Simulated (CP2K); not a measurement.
The C K edge of trifluoromethylketene was computed by TDDFT (CP2K XAS_TDP, aug-cc-pVDZ, TDA) at these levels: PBE, PBEh(45%) and PBEh(45%) + GW2X. The first three lines of C2 (bonded to C and O) with a strength over 0.0015, energy in eV and strength:

```
run           first          second           third
  1  270.72 (0.046)  272.95 (0.040)  275.26 (0.002)
  2  289.27 (0.072)  292.01 (0.070)  297.39 (0.002)
  3  282.27 (0.074)  285.02 (0.072)  290.40 (0.002)
```

Question: Which run is which?

Run 1: PBE (0 % exact exchange). Run 2: PBEh(45%) + GW2X (45 % exact exchange). Run 3: PBEh(45%) (45 % exact exchange). Self-interaction lifts the core level, so the uncorrected lines rise with the share of exact exchange. The GW2X run keeps the spacings of its parent: 2.74 eV between the first two lines in run 2, 2.75 eV in run 3. Its shift is +7.00 eV, since the Kohn–Sham level at this share of exchange lies that far above the quasiparticle level.

[Banner, clock and machine lines of the logs are left out without a mark of their own.]

[Logs are printed without paths, hosts, clocks, repeated set-up lines and the standing remarks that a program may print on its own settings, such as how far it seeks lower states.]

[Hosts, paths, dates, database ids (printed as entryN), source tags and the programs' standing remarks are cut or masked in the printed files.]
